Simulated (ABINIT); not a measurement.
# Quasiparticle gap of BaZrSe3 (P1) in ABINIT, part 2 of 3

Aim: the G0W0 gap of BaZrSe3 (P1) on PBEsol, step by step.

ABINIT 10.8.3; PBEsol and many-body steps on it, plane waves. Known limits of the many-body steps: short of the basis limit; no spin-orbit coupling; coarse k mesh.

So far. Step 2 (Ground state): The gap is indirect, with the least direct gap 0.54 eV higher.

## Step 3: Bands along the symmetry lines

Level of this step: DFT, PBEsol, plane waves, norm-conserving pseudopotentials (ABINIT).

Levels along a band path, at the cheap level, show where the edges lie and whether the meshes to come will hold them.

run.abi

```
acell 3*1.0 Angstrom
rprim 
  5.287383000000 -0.000000000000 -0.000000000000
  0.003576000000 5.296392000000 -0.000000000000
  0.007950000000 0.010054000000 5.309462000000
ntypat 3
znucl 56 40 34
natom 5
typat 1 2 3 3 3
xred 
  0.998643000000 0.998478000000 0.998673000000
  0.476578000000 0.490069000000 0.476727000000
  0.488317000000 0.998506000000 0.502693000000
  0.983845000000 0.511636000000 0.518540000000
  0.492614000000 0.501310000000 0.993370000000
pp_dirpath "pseudos"
pseudos "Ba.upf, Zr.upf, Se.upf"
ecut 48
iscf -2
irdden 1
kptopt 0
nkpt 60
kpt 
  0.00000000 0.00000000 0.00000000
  0.00000000 -0.06250000 0.00000000
  0.00000000 -0.12500000 0.00000000
  0.00000000 -0.18750000 0.00000000
  0.00000000 -0.25000000 0.00000000
  0.00000000 -0.31250000 0.00000000
  0.00000000 -0.37500000 0.00000000
  0.00000000 -0.43750000 0.00000000
  0.00000000 -0.50000000 0.00000000
  -0.50000000 0.00000000 0.00000000
  -0.43750000 0.00000000 0.00000000
  -0.37500000 0.00000000 0.00000000
  -0.31250000 0.00000000 0.00000000
  -0.25000000 0.00000000 0.00000000
  -0.18750000 0.00000000 0.00000000
  -0.12500000 0.00000000 0.00000000
  -0.06250000 0.00000000 0.00000000
  0.00000000 0.00000000 0.00000000
  0.00000000 0.00000000 -0.06250000
  0.00000000 0.00000000 -0.12500000
  0.00000000 0.00000000 -0.18750000
  0.00000000 0.00000000 -0.25000000
  0.00000000 0.00000000 -0.31250000
  0.00000000 0.00000000 -0.37500000
  0.00000000 0.00000000 -0.43750000
  0.00000000 0.00000000 -0.50000000
  -0.50000000 -0.50000000 -0.50000000
  -0.43750000 -0.43750000 -0.43750000
  -0.37500000 -0.37500000 -0.37500000
  -0.31250000 -0.31250000 -0.31250000
  -0.25000000 -0.25000000 -0.25000000
  -0.18750000 -0.18750000 -0.18750000
  -0.12500000 -0.12500000 -0.12500000
  -0.06250000 -0.06250000 -0.06250000
  0.00000000 0.00000000 0.00000000
  -0.06250000 0.00000000 -0.06250000
  -0.12500000 0.00000000 -0.12500000
  -0.18750000 0.00000000 -0.18750000
  -0.25000000 0.00000000 -0.25000000
  -0.31250000 0.00000000 -0.31250000
  -0.37500000 0.00000000 -0.37500000
  -0.43750000 0.00000000 -0.43750000
  -0.50000000 -0.00000000 -0.50000000
  0.00000000 -0.50000000 -0.50000000
  0.00000000 -0.43750000 -0.43750000
  0.00000000 -0.37500000 -0.37500000
  0.00000000 -0.31250000 -0.31250000
  0.00000000 -0.25000000 -0.25000000
  0.00000000 -0.18750000 -0.18750000
  0.00000000 -0.12500000 -0.12500000
  0.00000000 -0.06250000 -0.06250000
  0.00000000 0.00000000 0.00000000
  -0.06250000 -0.06250000 0.00000000
  -0.12500000 -0.12500000 0.00000000
  -0.18750000 -0.18750000 0.00000000
  -0.25000000 -0.25000000 0.00000000
  -0.31250000 -0.31250000 0.00000000
  -0.37500000 -0.37500000 0.00000000
  -0.43750000 -0.43750000 0.00000000
  -0.50000000 -0.50000000 -0.00000000
istwfk *1
nband 54
nbdbuf 2
tolwfr 1e-08
nstep 40
prtwf 0
prtvol 0
indata_prefix "in"
outdata_prefix "out"
tmpdata_prefix "tmp"
```

The run is started by

```sh
$ OMP_NUM_THREADS=1 mpirun -n 8 abinit run.abi > log
```

Output:

```text
.Version 10.8.3 of ABINIT. v10.8.2 released Aug 2026.

 Symmetries : space group P1 (#  1); Bravais aP (primitive triclinic)
[... echo of the input left out ...]
== DATASET  1 ==================================================================
-   mpi_nproc: 8, omp_nthreads: 1 (-1 if OMP is not activated)

--- !DatasetInfo
iteration_state: {dtset: 1, }
dimensions: {natom: 5, nkpt: 60, mband: 54, nsppol: 1, nspinor: 1, nspden: 1, mpw: 15990, }
cutoff_energies: {ecut:  48.0, pawecutdg:  -1.0, }
electrons: {nelect:   9.40000000E+01, charge:   0.00000000E+00, occopt:   1.00000000E+00, tsmear:   1.00000000E-02, }

 Real(R)+Recip(G) space primitive vectors, cartesian coordinates (Bohr,Bohr^-1):
 R(1)=  9.9917058  0.0000000  0.0000000  G(1)=  0.1000830 -0.0000676 -0.0001497
 R(2)=  0.0067577 10.0087303  0.0000000  G(2)=  0.0000000  0.0999128 -0.0001892
 R(3)=  0.0150233  0.0189993 10.0334291  G(3)=  0.0000000  0.0000000  0.0996668
 Unit cell volume ucvol=  1.0033859E+03 bohr^3
 Angles (23,13,12)=  8.98914470E+01  8.99142097E+01  8.99613152E+01 degrees

 getcut: wavevector=  0.0000  0.0000  0.0000  ngfft=  64  64  64
         ecut(hartree)=     48.000   => boxcut(ratio)=   2.04524

--- Pseudopotential description ------------------------------------------------
- Ba Generated using ONCVPSP code by D. R. Hamann
- 56.00000  10.00000  180301                  znucl, zion, pspdat
12 -116133 2 -1 1936                          pspcod,pspxc,lmax,lloc,mmax
     nproj     2     2     2
  pspatm : epsatm=   22.57506632
         --- l  ekb(1:nproj) -->
             0    6.556682    0.638229
             1    5.348860    0.533728
             2    4.518908    0.934050
 pspatm: atomic psp has been read  and splines computed

- Zr Generated using ONCVPSP code by D. R. Hamann
- 40.00000  12.00000  180301                  znucl, zion, pspdat
12 -116133 2 -1 1604                          pspcod,pspxc,lmax,lloc,mmax
     nproj     2     2     2
  pspatm : epsatm=   18.88750569
         --- l  ekb(1:nproj) -->
[...]
pspatm: atomic psp has been read  and splines computed

- Se Generated using ONCVPSP code by D. R. Hamann
- 34.00000  24.00000  180301                  znucl, zion, pspdat
12 -116133 2 -1 1198                          pspcod,pspxc,lmax,lloc,mmax
     nproj     2     2     2
  pspatm : epsatm=   25.27915816
         --- l  ekb(1:nproj) -->
[...]
pspatm: atomic psp has been read  and splines computed

--------------------------------------------------------------------------------

================================================================================
 prteigrs : about to open file out_EIG
 Non-SCF case, kpt    1 (  0.00000  0.00000  0.00000), residuals and eigenvalues=
  2.90E-09  2.93E-09  3.00E-09  2.70E-09  1.73E-09  1.98E-09  1.52E-09  2.22E-09
  2.02E-09  1.24E-09  3.29E-09  8.56E-09  2.51E-09  2.57E-09  5.63E-09  8.05E-09
[...]
Non-SCF case, kpt    3 (  0.00000 -0.12500  0.00000), residuals and eigenvalues=
[...]
Non-SCF case, kpt   59 ( -0.43750 -0.43750  0.00000), residuals and eigenvalues=
[...]
Non-SCF case, kpt   60 ( -0.50000 -0.50000 -0.00000), residuals and eigenvalues=
[...]
--- !ResultsGS
iteration_state: {dtset: 1, }
comment   : Summary of ground state results
lattice_vectors:
- [  9.9917058,  -0.0000000,  -0.0000000, ]
- [  0.0067577,  10.0087303,  -0.0000000, ]
- [  0.0150233,   0.0189993,  10.0334291, ]
lattice_lengths: [   9.99171,   10.00873,   10.03346, ]
lattice_angles: [ 89.891,  89.914,  89.961, ] # degrees, (23, 13, 12)
lattice_volume:   1.0033859E+03
convergence: {deltae:  0.000E+00, res2:  0.000E+00, residm:  9.991E-09, diffor:  0.000E+00, }
etotal    :  -1.09325098E+03
entropy   :   0.00000000E+00
fermie    :   2.12745016E-01
cartesian_stress_tensor: null
pressure_GPa: null
xred      :
- [  9.9864E-01,   9.9848E-01,   9.9867E-01, Ba]
- [  4.7658E-01,   4.9007E-01,   4.7673E-01, Zr]
- [  4.8832E-01,   9.9851E-01,   5.0269E-01, Se]
- [  9.8385E-01,   5.1164E-01,   5.1854E-01, Se]
- [  4.9261E-01,   5.0131E-01,   9.9337E-01, Se]
cartesian_forces: null
force_length_stats: {min: null, max: null, mean: null, }

 Integrated electronic density in atomic spheres:
 ------------------------------------------------
 Atom  Sphere_radius  Integrated_density
[...]
================================================================================

 ----iterations are completed or convergence reached----

 Mean square residual over all n,k,spin=   51.223E-10; max=  99.914E-10
 reduced coordinates (array xred) for    5 atoms
[...]
0.983845      0.511636      0.518540
       0.492614      0.501310      0.993370

 cartesian coordinates (angstrom) at end:
    1      5.291718     5.298372     5.302416
    2      2.525393     2.600391     2.531164
    3      2.589486     5.293533     2.669029
    4      5.207917     2.715038     2.753168
    5      2.614329     2.665122     5.274260
 length scales=  1.889726  1.889726  1.889726 bohr
              =  1.000000  1.000000  1.000000 angstroms
 prteigrs : about to open file out_EIG
 Eigenvalues (hartree) for nkpt=  60  k points:
 kpt#   1, nband= 54, wtk=  1.00000, kpt=  0.0000  0.0000  0.0000 (reduced coord)
[...]
kpt#   2, nband= 54, wtk=  1.00000, kpt=  0.0000 -0.0625  0.0000 (reduced coord)
[...]
kpt#   3, nband= 54, wtk=  1.00000, kpt=  0.0000 -0.1250  0.0000 (reduced coord)
[...]
kpt#  59, nband= 54, wtk=  1.00000, kpt= -0.4375 -0.4375  0.0000 (reduced coord)
[...]
0.29071    0.29202    0.30438    0.35031    0.36064    0.38860
 kpt#  60, nband= 54, wtk=  1.00000, kpt= -0.5000 -0.5000  0.0000 (reduced coord)
[...]
-0.27735   -0.27733   -0.27130   -0.24179   -0.22234   -0.22216    0.04314    0.06248
   0.07974    0.11226    0.11369    0.13273    0.14307    0.14374    0.20846    0.29090
   0.29285    0.29469    0.30356    0.35012    0.35777    0.39337

== END DATASET(S) ==============================================================
================================================================================

 -outvars: echo values of variables after computation  --------
            nband          54
             nkpt          60
          spgroup           1
 [... the other variables as echoed above ...]

 Calculation completed.
```

Run time: 5.6 min. Hardware: 8 MPI ranks of Intel Xeon Platinum 8488C (Sapphire Rapids), shared host; peak memory 1.6 GiB; 44 min of CPU time.

Read from the output:

```
gap                        : 0.1584 eV
k of the valence top       : -0.5, -0.5, -0.5
k of the conduction bottom : 0, 0, 0
least direct gap           : 0.6966 eV
```

The gap is 0.158 eV, as in the run before at this level.

The electronic bands at the labelled points (eV, zero at the top of the highest filled band):

```csv
point,band 44,band 45,band 46,band 47,band 48,band 49,band 50,band 51
Γ,-1.26,-0.79,-0.61,-0.54,0.16,0.29,0.54,1.85
halfway,-1.77,-1.65,-1.01,-0.80,0.50,1.29,1.37,2.16
X,-2.45,-1.96,-1.12,-0.91,0.58,2.19,2.25,2.29
jump to Y,-2.41,-1.99,-1.04,-0.90,0.43,2.09,2.13,2.30
halfway,-1.72,-1.65,-0.91,-0.79,0.35,1.20,1.35,2.09
Γ,-1.26,-0.79,-0.61,-0.54,0.16,0.29,0.54,1.85
halfway,-1.79,-1.68,-0.84,-0.76,0.29,1.35,1.43,2.13
Z,-2.40,-1.99,-0.93,-0.85,0.37,2.17,2.27,2.32
jump to R,-3.58,-0.04,-0.03,0.00,2.34,2.53,2.61,3.01
halfway,-2.82,-1.06,-1.04,-0.71,1.39,1.51,1.55,3.20
Γ,-1.26,-0.79,-0.61,-0.54,0.16,0.29,0.54,1.85
halfway,-1.83,-1.51,-1.39,-0.89,1.21,1.34,1.43,2.47
T,-2.16,-1.87,-1.85,-0.14,2.13,2.20,2.20,2.56
jump to U,-2.03,-1.89,-1.83,-0.16,2.18,2.21,2.24,2.66
halfway,-1.87,-1.50,-1.40,-0.89,1.31,1.36,1.45,2.54
Γ,-1.26,-0.79,-0.61,-0.54,0.16,0.29,0.54,1.85
halfway,-1.90,-1.53,-1.33,-0.86,1.15,1.38,1.39,2.47
V,-2.18,-1.90,-1.88,-0.12,2.13,2.18,2.23,2.47
```

## Step 4: Empty states on the mesh, 2×2×2 mesh, 538 bands

The sums over transitions need many empty states on a uniform mesh; this step solves for them.

run.abi

```
acell 3*1.0 Angstrom
rprim 
  5.287383000000 -0.000000000000 -0.000000000000
  0.003576000000 5.296392000000 -0.000000000000
  0.007950000000 0.010054000000 5.309462000000
ntypat 3
znucl 56 40 34
natom 5
typat 1 2 3 3 3
xred 
  0.998643000000 0.998478000000 0.998673000000
  0.476578000000 0.490069000000 0.476727000000
  0.488317000000 0.998506000000 0.502693000000
  0.983845000000 0.511636000000 0.518540000000
  0.492614000000 0.501310000000 0.993370000000
pp_dirpath "pseudos"
pseudos "Ba.upf, Zr.upf, Se.upf"
ecut 48
ngkpt 2 2 2
nshiftk 1
shiftk 0 0 0
kptopt 1
chksymbreak 0
iscf -2
irdden 1
istwfk *1
nband 538
nbdbuf 48
tolwfr 1e-09
nstep 60
prtvol 0
indata_prefix "in"
outdata_prefix "out"
tmpdata_prefix "tmp"
```

Output:

```text
.Version 10.8.3 of ABINIT. v10.8.2 released Aug 2026.

 Symmetries : space group P1 (#  1); Bravais aP (primitive triclinic)
[... echo of the input left out ...]
== DATASET  1 ==================================================================
-   mpi_nproc: 8, omp_nthreads: 1 (-1 if OMP is not activated)

--- !DatasetInfo
iteration_state: {dtset: 1, }
dimensions: {natom: 5, nkpt: 8, mband: 538, nsppol: 1, nspinor: 1, nspden: 1, mpw: 15990, }
cutoff_energies: {ecut:  48.0, pawecutdg:  -1.0, }
electrons: {nelect:   9.40000000E+01, charge:   0.00000000E+00, occopt:   1.00000000E+00, tsmear:   1.00000000E-02, }

 Real(R)+Recip(G) space primitive vectors, cartesian coordinates (Bohr,Bohr^-1):
 R(1)=  9.9917058  0.0000000  0.0000000  G(1)=  0.1000830 -0.0000676 -0.0001497
 R(2)=  0.0067577 10.0087303  0.0000000  G(2)=  0.0000000  0.0999128 -0.0001892
 R(3)=  0.0150233  0.0189993 10.0334291  G(3)=  0.0000000  0.0000000  0.0996668
 Unit cell volume ucvol=  1.0033859E+03 bohr^3
 Angles (23,13,12)=  8.98914470E+01  8.99142097E+01  8.99613152E+01 degrees

 getcut: wavevector=  0.0000  0.0000  0.0000  ngfft=  64  64  64
         ecut(hartree)=     48.000   => boxcut(ratio)=   2.04524

--- Pseudopotential description ------------------------------------------------
- Ba Generated using ONCVPSP code by D. R. Hamann
- 56.00000  10.00000  180301                  znucl, zion, pspdat
12 -116133 2 -1 1936                          pspcod,pspxc,lmax,lloc,mmax
     nproj     2     2     2
  pspatm : epsatm=   22.57506632
         --- l  ekb(1:nproj) -->
             0    6.556682    0.638229
             1    5.348860    0.533728
             2    4.518908    0.934050
 pspatm: atomic psp has been read  and splines computed

- Zr Generated using ONCVPSP code by D. R. Hamann
- 40.00000  12.00000  180301                  znucl, zion, pspdat
12 -116133 2 -1 1604                          pspcod,pspxc,lmax,lloc,mmax
     nproj     2     2     2
  pspatm : epsatm=   18.88750569
         --- l  ekb(1:nproj) -->
[...]
pspatm: atomic psp has been read  and splines computed

- Se Generated using ONCVPSP code by D. R. Hamann
- 34.00000  24.00000  180301                  znucl, zion, pspdat
12 -116133 2 -1 1198                          pspcod,pspxc,lmax,lloc,mmax
     nproj     2     2     2
  pspatm : epsatm=   25.27915816
         --- l  ekb(1:nproj) -->
[...]
pspatm: atomic psp has been read  and splines computed

--------------------------------------------------------------------------------

================================================================================
 prteigrs : about to open file out_EIG
 Non-SCF case, kpt    1 (  0.00000  0.00000  0.00000), residuals and eigenvalues=
  3.18E-10  2.77E-10  2.93E-10  5.76E-11  6.18E-11  5.16E-11  6.55E-11  6.16E-11
  7.58E-11  7.85E-11  8.35E-10  6.46E-11  6.27E-11  1.77E-10  9.45E-11  1.25E-10
  1.10E-10  1.08E-10  1.44E-10  1.40E-10  1.27E-10  1.44E-10  9.23E-11  1.42E-10
[...]
6.46E-04  4.04E-03
 -7.3888E+00 -7.3880E+00 -7.3879E+00 -5.1720E+00 -5.1715E+00 -5.1715E+00
 -5.1714E+00 -5.1713E+00 -5.1707E+00 -5.1706E+00 -5.1705E+00 -5.1704E+00
 -1.6108E+00 -1.5119E+00 -1.5113E+00 -1.5112E+00 -1.5112E+00 -1.5111E+00
[...]
4.5217E+00  4.5350E+00  4.5415E+00  4.5440E+00  4.5504E+00  4.5525E+00
  4.5592E+00  4.5627E+00  4.5741E+00  4.5772E+00  4.5825E+00  4.5890E+00
  4.5925E+00  4.6001E+00  4.6107E+00  4.6196E+00
 prteigrs : prtvol=0 or 1, do not print more k-points.

--- !ResultsGS
iteration_state: {dtset: 1, }
comment   : Summary of ground state results
lattice_vectors:
- [  9.9917058,  -0.0000000,  -0.0000000, ]
- [  0.0067577,  10.0087303,  -0.0000000, ]
- [  0.0150233,   0.0189993,  10.0334291, ]
lattice_lengths: [   9.99171,   10.00873,   10.03346, ]
lattice_angles: [ 89.891,  89.914,  89.961, ] # degrees, (23, 13, 12)
lattice_volume:   1.0033859E+03
convergence: {deltae:  0.000E+00, res2:  0.000E+00, residm:  9.986E-10, diffor:  0.000E+00, }
etotal    :  -1.09325098E+03
entropy   :   0.00000000E+00
fermie    :   2.12745016E-01
cartesian_stress_tensor: null
pressure_GPa: null
xred      :
- [  9.9864E-01,   9.9848E-01,   9.9867E-01, Ba]
- [  4.7658E-01,   4.9007E-01,   4.7673E-01, Zr]
- [  4.8832E-01,   9.9851E-01,   5.0269E-01, Se]
- [  9.8385E-01,   5.1164E-01,   5.1854E-01, Se]
- [  4.9261E-01,   5.0131E-01,   9.9337E-01, Se]
cartesian_forces: null
force_length_stats: {min: null, max: null, mean: null, }

 Integrated electronic density in atomic spheres:
 ------------------------------------------------
 Atom  Sphere_radius  Integrated_density
[...]
================================================================================

 ----iterations are completed or convergence reached----

 Mean square residual over all n,k,spin=   39.609E-11; max=  99.857E-11
 reduced coordinates (array xred) for    5 atoms
[...]
0.983845      0.511636      0.518540
       0.492614      0.501310      0.993370

 cartesian coordinates (angstrom) at end:
    1      5.291718     5.298372     5.302416
    2      2.525393     2.600391     2.531164
    3      2.589486     5.293533     2.669029
    4      5.207917     2.715038     2.753168
    5      2.614329     2.665122     5.274260
 length scales=  1.889726  1.889726  1.889726 bohr
              =  1.000000  1.000000  1.000000 angstroms
 prteigrs : about to open file out_EIG
 Eigenvalues (hartree) for nkpt=   8  k points:
 kpt#   1, nband=538, wtk=  0.12500, kpt=  0.0000  0.0000  0.0000 (reduced coord)
[...]
4.48469    4.51355    4.52166    4.53499    4.54148    4.54400    4.55044    4.55250
   4.55924    4.56266    4.57406    4.57721    4.58255    4.58901    4.59252    4.60005
   4.61074    4.61960
 prteigrs : prtvol=0 or 1, do not print more k-points.

== END DATASET(S) ==============================================================
================================================================================

 -outvars: echo values of variables after computation  --------
            nband         538
             nkpt           8
          spgroup           1
 [... the other variables as echoed above ...]

 Calculation completed.
```

The job ended after 23 min (8 MPI ranks; peak memory 2 GiB; 3.1 h of CPU time).

Read from the output:

```yaml
gap: 0.1584 eV
k_of_the_valence_top: 0.5, 0.5, 0.5
k_of_the_conduction_bottom: 0, 0, 0
least_direct_gap: 0.6966 eV
k_points_computed: 8
lowest_point_of_the_top_converged_band_above_the_valence_top: 109.2924 eV
```

On this mesh the gap is 0.158 eV.

(Part 2 of 3 ends here.)

[Long decimals in the printed logs are rounded to 6 places.]

[Logs are printed without paths, hosts, clocks, repeated set-up lines and the standing remarks that a program may print on its own settings, such as how far it seeks lower states.]

[Paths, hosts, dates, memory and timing lines, banners, echoed tables and standing remarks are left out of the program output; an Ansatz launch command may be rebuilt from the run's recorded settings. Measured values are a selection of at most five: reports struck by readers or far from the other reports are left out. None is set beside runs whose start may be inverted or whose files or cutoffs have a known fault.]

[Runs of the session that timed out or met a known fault of the program may be left out.]

[Hosts, paths, dates, database ids (printed as entryN), source tags and the programs' standing remarks are cut or masked in the printed files.]

[G0W0 gaps are taken among the corrected bands and points alone; a level outside them can change the order at an edge.]

[Where Ansatz stands beside ABINIT at settings called matched, ABINIT's density can come from a denser mesh and the files from another edition; pairs whose starting gaps differed by over 0.03 eV were left out, so agreement reads better than it is.]
